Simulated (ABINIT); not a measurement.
# Tellurium (P3_121, 3 atoms a cell): G0W0 in ABINIT against the plane-wave cutoff

Aim: move the plane-wave cutoff of a G0W0 run on Tellurium (P3_121, 3 atoms a cell) over a wide range.

Calculated with ABINIT 10.8.3; PBE and many-body steps on it, plane waves.

Report form: the programs' logs are mostly left out.

The database entry behind the starting cell differs from later determinations by our own check (inner coordinate of an old entry), so it need not match the best structure at ambient conditions.

## Step 1: Starting point

The structure is trigonal, space group P3_121 (No. 152). Conventional cell: a = 4.454 Å, b = 4.454 Å, c = 5.924 Å, α = 90.00°, β = 90.00°, γ = 120.00°. Nearest to Te lie 2 Te at 2.86 Å.

The cell and positions come from the Crystallography Open Database and are kept as given unless a step says otherwise. Spin-orbit coupling is left out unless a step names it.

## Step 2: Empty states on the mesh, 3×3×2 mesh, 359 bands

This step: ABINIT 10.8.3; DFT, PBE, plane waves, norm-conserving pseudopotentials.

The sums over transitions need many empty states on a uniform mesh; this step solves for them.

Input file run.abi:

```
acell 3*1.0 Angstrom
rprim 
  4.454000000025 -0.000000000006 0.000000000000
  -2.227000000008 3.857277148481 0.000000000000
  0.000000000000 0.000000000000 5.924000000000
ntypat 1
znucl 52
natom 3
typat 1 1 1
xred 
  0.269000000000 0.000000000000 0.333333333333
  0.000000000000 0.269000000000 0.666666666667
  0.731000000000 0.731000000000 -0.000000000000
pp_dirpath "pseudos"
pseudos "Te.upf"
ecut 34
ngkpt 3 3 2
nshiftk 1
shiftk 0 0 0
kptopt 1
chksymbreak 0
iscf -2
irdden 1
istwfk *1
nband 359
nbdbuf 32
tolwfr 1e-09
nstep 60
prtvol 0
indata_prefix "in"
outdata_prefix "out"
tmpdata_prefix "tmp"
```

Launch:

```bash
$ OMP_NUM_THREADS=1 mpirun -n 4 abinit run.abi > log
```

Run time: 4.4 min. Hardware: 4 MPI ranks of Arm Neoverse V1, shared host; peak memory 0.53 GiB; 17 min of CPU time.

This step gave:

| Property | Result |
| --- | --- |
| gap | 0.1739 eV |
| k of the valence top | 0.3333, 0.3333, 0.5 |
| k of the conduction bottom | 0.3333, 0.3333, 0.5 |
| least direct gap | 0.1739 eV |
| k points computed | 6 |
| lowest point of the top converged band, above the valence top | 110.1637 eV |

On this mesh the gap is 0.174 eV.

The density comes from a self-consistent run that is not shown.

## Step 3: Empty states on the mesh, 3×3×2 mesh, 108 bands

run.abi, as its differences from that of step 2:

```diff
@@ -15,3 +15,3 @@
 pseudos "Te.upf"
-ecut 34
+ecut 20
 ngkpt 3 3 2
@@ -21,10 +21,10 @@
 chksymbreak 0
-iscf -2
 irdden 1
 istwfk *1
-nband 359
-nbdbuf 32
-tolwfr 1e-09
-nstep 60
+nband 108
 prtvol 0
+optdriver 6
+gwr_task "HDIAGO"
+paral_kgb 0
+occopt 1
 indata_prefix "in"
```

The job ended after 41 s (4 MPI ranks; peak memory 2.1 GiB).

This step gave:

```
gap                                                           : 0.1700 eV
k of the valence top                                          : 0.3333, 0.3333, 0.5
k of the conduction bottom                                    : 0.3333, 0.3333, 0.5
least direct gap                                              : 0.1700 eV
k points computed                                             : 6
lowest point of the top converged band, above the valence top : 39.75 eV
```

On this mesh the gap is 0.170 eV.

## Step 4: Empty states on the mesh, 3×3×2 mesh, 110 bands

run.abi, as its differences from that of step 3:

```diff
@@ -15,3 +15,3 @@
 pseudos "Te.upf"
-ecut 20
+ecut 27
 ngkpt 3 3 2
@@ -21,10 +21,10 @@
 chksymbreak 0
+iscf -2
 irdden 1
 istwfk *1
-nband 108
+nband 110
+nbdbuf 10
+tolwfr 1e-09
+nstep 60
 prtvol 0
-optdriver 6
-gwr_task "HDIAGO"
-paral_kgb 0
-occopt 1
 indata_prefix "in"
```

It took 28 s on 4 MPI ranks; peak memory 0.31 GiB; 1.9 min of CPU time.

This step gave:

```yaml
gap: 0.1736 eV
k_of_the_valence_top: 0.3333, 0.3333, 0.5
k_of_the_conduction_bottom: 0.3333, 0.3333, 0.5
least_direct_gap: 0.1736 eV
k_points_computed: 6
lowest_point_of_the_top_converged_band_above_the_valence_top: 39.42 eV
```

On this mesh the gap is 0.174 eV.

## Step 5: Empty states on the mesh, 3×3×2 mesh, 110 bands

run.abi, as its differences from that of step 4:

```diff
@@ -15,3 +15,3 @@
 pseudos "Te.upf"
-ecut 27
+ecut 42
 ngkpt 3 3 2
```

Wall time 56 s (4 MPI ranks); peak memory 0.41 GiB.

This step gave:

| Property | Result |
| --- | --- |
| gap | 0.1739 eV |
| k of the valence top | 0.3333, 0.3333, 0.5 |
| k of the conduction bottom | 0.3333, 0.3333, 0.5 |
| least direct gap | 0.1739 eV |
| k points computed | 6 |
| lowest point of the top converged band, above the valence top | 39.39 eV |

On this mesh the gap is 0.174 eV.

## Step 6: Screening, 3×3×2 mesh, 100 bands, screening to 130.6 eV

The RPA dielectric matrix is built and inverted for each q.

This step: RPA screening on PBE, plane waves, norm-conserving pseudopotentials.

run.abi, as its differences from that of step 5:

```diff
@@ -15,3 +15,3 @@
 pseudos "Te.upf"
-ecut 42
+ecut 20
 ngkpt 3 3 2
@@ -21,10 +21,11 @@
 chksymbreak 0
-iscf -2
-irdden 1
 istwfk *1
-nband 110
-nbdbuf 10
-tolwfr 1e-09
-nstep 60
-prtvol 0
+occopt 1
+irdwfk 1
+optdriver 3
+nband 100
+ecuteps 4.8
+inclvkb 2
+awtr 1
+symchi 1
 indata_prefix "in"
```

Run time: 21 s. Hardware: 4 MPI ranks; peak memory 0.66 GiB; 85 s of CPU time.

This step gave:

- ε∞ with local fields, on this mesh, along the program's q direction: 1736
- the same without local fields: 2224
- plasma frequency: 25.50 eV
- plane waves in the screening matrix: 329

Local fields lower ε∞ by 22 %. The value itself is an artefact of the mesh, where one narrow direct gap carries too much weight.

## Step 7: 20 Ha

This step: G0W0 on PBE, plane waves, norm-conserving pseudopotentials.

run.abi, as its differences from that of step 6:

```diff
@@ -24,8 +24,17 @@
 irdwfk 1
-optdriver 3
+optdriver 4
 nband 100
+gwcalctyp 0
+ecutsigx 20
+symsigma 1
+nkptgw 2
+kptgw 
+  0.3333333333 0.3333333333 0.5000000000
+  0.0000000000 0.0000000000 0.0000000000
+bdgw 
+  23 27
+  22 26
 ecuteps 4.8
-inclvkb 2
-awtr 1
-symchi 1
+irdscr 1
+ppmodel 1
 indata_prefix "in"
```

The job ended after 11 s (4 MPI ranks; peak memory 0.64 GiB; 44 s of CPU time).

Numbers from this step:

```yaml
g0w0_gap_on_the_points_computed: 0.4790 eV
starting_gap_on_the_mesh: 0.1700 eV
k_of_the_valence_top: 0.3333, 0.3333, 0.5
k_of_the_conduction_bottom: 0.3333, 0.3333, 0.5
z_at_the_valence_top: 0.785
z_at_the_conduction_bottom: 0.788
least_direct_g0w0_gap_on_the_computed_points: 0.4790 eV
```

## Step 8: Screening, 3×3×2 mesh, 100 bands, screening to 130.6 eV

This step: RPA screening on PBE, plane waves, norm-conserving pseudopotentials.

run.abi, as its differences from that of step 7:

```diff
@@ -15,3 +15,3 @@
 pseudos "Te.upf"
-ecut 20
+ecut 27
 ngkpt 3 3 2
@@ -24,17 +24,8 @@
 irdwfk 1
-optdriver 4
+optdriver 3
 nband 100
-gwcalctyp 0
-ecutsigx 20
-symsigma 1
-nkptgw 2
-kptgw 
-  0.3333333333 0.3333333333 0.5000000000
-  0.0000000000 0.0000000000 0.0000000000
-bdgw 
-  23 27
-  22 26
 ecuteps 4.8
-irdscr 1
-ppmodel 1
+inclvkb 2
+awtr 1
+symchi 1
 indata_prefix "in"
```

Run time: 30 s. Hardware: 4 MPI ranks; peak memory 1 GiB; 2 min of CPU time.

Numbers from this step:

```yaml
eps_infinity_with_local_fields_on_this_mesh_along_the_program_s_q_direction: 1655
the_same_without_local_fields: 2108
plasma_frequency: 25.50 eV
plane_waves_in_the_screening_matrix: 329
```

## Step 9: 27 Ha

The self-energy is evaluated for the states that the input lists, and the levels follow from it, in one-shot runs by the linearised quasiparticle equation.

This step: G0W0 on PBE, plane waves, norm-conserving pseudopotentials.

run.abi, as its differences from that of step 8:

```diff
@@ -24,8 +24,17 @@
 irdwfk 1
-optdriver 3
+optdriver 4
 nband 100
+gwcalctyp 0
+ecutsigx 27
+symsigma 1
+nkptgw 2
+kptgw 
+  0.3333333333 0.3333333333 0.5000000000
+  0.0000000000 0.0000000000 0.0000000000
+bdgw 
+  23 27
+  22 26
 ecuteps 4.8
-inclvkb 2
-awtr 1
-symchi 1
+irdscr 1
+ppmodel 1
 indata_prefix "in"
```

Elapsed: 12 s, on 4 MPI ranks; peak memory 0.88 GiB.

This step gave:

* G0W0 gap on the points computed: 0.4780 eV
* starting gap on the mesh: 0.1736 eV
* k of the valence top: 0.3333, 0.3333, 0.5
* k of the conduction bottom: 0.3333, 0.3333, 0.5
* Z at the valence top: 0.784
* Z at the conduction bottom: 0.787
* least direct G0W0 gap on the computed points: 0.4780 eV

The gap on the mesh goes from 0.17 eV to 0.48 eV, a correction of +0.30 eV.

## Step 10: Screening, 3×3×2 mesh, 100 bands, screening to 130.6 eV

This step: RPA screening on PBE, plane waves, norm-conserving pseudopotentials.

run.abi, as its differences from that of step 9:

```diff
@@ -15,3 +15,3 @@
 pseudos "Te.upf"
-ecut 27
+ecut 34
 ngkpt 3 3 2
@@ -24,17 +24,8 @@
 irdwfk 1
-optdriver 4
+optdriver 3
 nband 100
-gwcalctyp 0
-ecutsigx 27
-symsigma 1
-nkptgw 2
-kptgw 
-  0.3333333333 0.3333333333 0.5000000000
-  0.0000000000 0.0000000000 0.0000000000
-bdgw 
-  23 27
-  22 26
 ecuteps 4.8
-irdscr 1
-ppmodel 1
+inclvkb 2
+awtr 1
+symchi 1
 indata_prefix "in"
```

Run time: 31 s. Hardware: 4 MPI ranks; peak memory 0.91 GiB.

Numbers from this step:

```
ε∞ with local fields, on this mesh, along the program's q direction : 1648
the same without local fields                                       : 2099
plasma frequency                                                    : 25.50 eV
plane waves in the screening matrix                                 : 329
```

## Step 11: 34 Ha

This step: G0W0 on PBE, plane waves, norm-conserving pseudopotentials.

run.abi, as its differences from that of step 10:

```diff
@@ -24,8 +24,17 @@
 irdwfk 1
-optdriver 3
+optdriver 4
 nband 100
+gwcalctyp 0
+ecutsigx 34
+symsigma 1
+nkptgw 2
+kptgw 
+  0.3333333333 0.3333333333 0.5000000000
+  0.0000000000 0.0000000000 0.0000000000
+bdgw 
+  23 27
+  22 26
 ecuteps 4.8
-inclvkb 2
-awtr 1
-symchi 1
+irdscr 1
+ppmodel 1
 indata_prefix "in"
```

Wall time 12 s (4 MPI ranks); peak memory 0.85 GiB.

This step gave:

| Item | Value |
| --- | --- |
| G0W0 gap on the points computed | 0.4780 eV |
| starting gap on the mesh | 0.1739 eV |
| k of the valence top | 0.3333, 0.3333, 0.5 |
| k of the conduction bottom | 0.3333, 0.3333, 0.5 |
| least direct G0W0 gap on the computed points | 0.4780 eV |

Against the run before, the gap moves by +0.000 eV.

## Step 12: Screening, 3×3×2 mesh, 100 bands, screening to 130.6 eV

This step: RPA screening on PBE, plane waves, norm-conserving pseudopotentials.

run.abi, as its differences from that of step 11:

```diff
@@ -15,3 +15,3 @@
 pseudos "Te.upf"
-ecut 34
+ecut 42
 ngkpt 3 3 2
@@ -24,17 +24,8 @@
 irdwfk 1
-optdriver 4
+optdriver 3
 nband 100
-gwcalctyp 0
-ecutsigx 34
-symsigma 1
-nkptgw 2
-kptgw 
-  0.3333333333 0.3333333333 0.5000000000
-  0.0000000000 0.0000000000 0.0000000000
-bdgw 
-  23 27
-  22 26
 ecuteps 4.8
-irdscr 1
-ppmodel 1
+inclvkb 2
+awtr 1
+symchi 1
 indata_prefix "in"
```

Run time: 41 s. Hardware: 4 MPI ranks; peak memory 1.2 GiB.

This step gave:

```
ε∞ with local fields, on this mesh, along the program's q direction : 1648
the same without local fields                                       : 2099
plasma frequency                                                    : 25.50 eV
plane waves in the screening matrix                                 : 329
```

## Step 13: 42 Ha

This step: G0W0 on PBE, plane waves, norm-conserving pseudopotentials.

run.abi, as its differences from that of step 12:

```diff
@@ -24,8 +24,17 @@
 irdwfk 1
-optdriver 3
+optdriver 4
 nband 100
+gwcalctyp 0
+ecutsigx 42
+symsigma 1
+nkptgw 2
+kptgw 
+  0.3333333333 0.3333333333 0.5000000000
+  0.0000000000 0.0000000000 0.0000000000
+bdgw 
+  23 27
+  22 26
 ecuteps 4.8
-inclvkb 2
-awtr 1
-symchi 1
+irdscr 1
+ppmodel 1
 indata_prefix "in"
```

The job ended after 13 s (4 MPI ranks; peak memory 1.1 GiB; 52 s of CPU time).

This step gave:

```
G0W0 gap on the points computed              : 0.4780 eV
starting gap on the mesh                     : 0.1739 eV
k of the valence top                         : 0.3333, 0.3333, 0.5
k of the conduction bottom                   : 0.3333, 0.3333, 0.5
least direct G0W0 gap on the computed points : 0.4780 eV
```

Against the run before, the gap moves by +0.000 eV.

## Step 14: Side by side

Times are wall times on 4 MPI ranks of Arm Neoverse V1, shared host, good to a factor of about two. A run's time includes the screening step that it read.

| run | mesh | bands | screening cutoff (eV) | DFT gap (eV) | gap on the mesh (eV) | direct (eV) | ε∞ used | time |
| --- | --- | --- | --- | --- | --- | --- | --- | --- |
| 20 Ha | 3×3×2 | 100 | 130.6 | 0.170 | 0.479 | 0.479 | 1736.02 | 32 s |
| 27 Ha | 3×3×2 | 100 | 130.6 | 0.174 | 0.478 | 0.478 | 1654.80 | 42 s |
| 34 Ha | 3×3×2 | 100 | 130.6 | 0.174 | 0.478 | 0.478 | 1648.45 | 43 s |
| 42 Ha | 3×3×2 | 100 | 130.6 | 0.174 | 0.478 | 0.478 | 1648.28 | 54 s |

## Step 15: Summary of results

```yaml
20_ha: 0.479 eV
27_ha: 0.478 eV
34_ha: 0.478 eV
42_ha: 0.478 eV
known_limits: not at the basis limit; model gap, bands may invert with spin-orbit coupling; exchange with frozen shells missing; screening runs away on this mesh; no spin-orbit coupling; coarse k mesh
```

The setting moved: plane-wave cutoff. From 20 Ha to 42 Ha the gap moves by −0.001 eV. It holds to 0.03 eV from 20 Ha on. Bands and screening cutoff are coupled, so a series along one setting does not show full convergence. Bands and cutoff are finite, so the gap is not at the basis limit. The miss can reach some tenths of an eV and take either sign; the mesh is an error of its own. In the G0W0 runs levels were corrected at 2 k points alone, so a gap called «on the mesh» is the least over those, and an edge elsewhere would be missed. The 3×3×2 mesh is coarse for this cell, which bears on the long-range parts of exchange and screening. With atoms this heavy and so narrow a gap, spin-orbit coupling can invert the bands. These scalar-relativistic gaps are then model values, not to be set against experiment, and a spin-orbit change taken from DFT can't simply be added. The norm-conserving file of at least one element keeps a d shell over frozen s and p shells of the same row. Exchange with those shells is missing from the self-energy, an error of 0.3 to 0.9 eV in cases checked, whose sign depends on which edge lies on those atoms. For the PBE start: On this mesh the RPA ε∞ passes 90, more than nearly any semiconductor shows; a coarse mesh does this where one point with a narrow direct gap carries much weight. The screening is then too strong, and the G0W0 gap should not be taken as the material's.

[Paths, hosts, dates, memory and timing lines, banners, echoed tables and standing remarks are left out of the program output.]

[Logs are printed without paths, hosts, clocks, repeated set-up lines and the standing remarks that a program may print on its own settings, such as how far it seeks lower states.]

[Runs of the session that timed out or met a known fault of the program may be left out.]

[Hosts, paths, dates, database ids (printed as entryN), source tags and the programs' standing remarks are cut or masked in the printed files.]

[G0W0 gaps are taken among the corrected bands and points alone; a level outside them can change the order at an edge.]

[Where Ansatz stands beside ABINIT at settings called matched, ABINIT's density can come from a denser mesh and the files from another edition; pairs whose starting gaps differed by over 0.03 eV were left out, so agreement reads better than it is.]
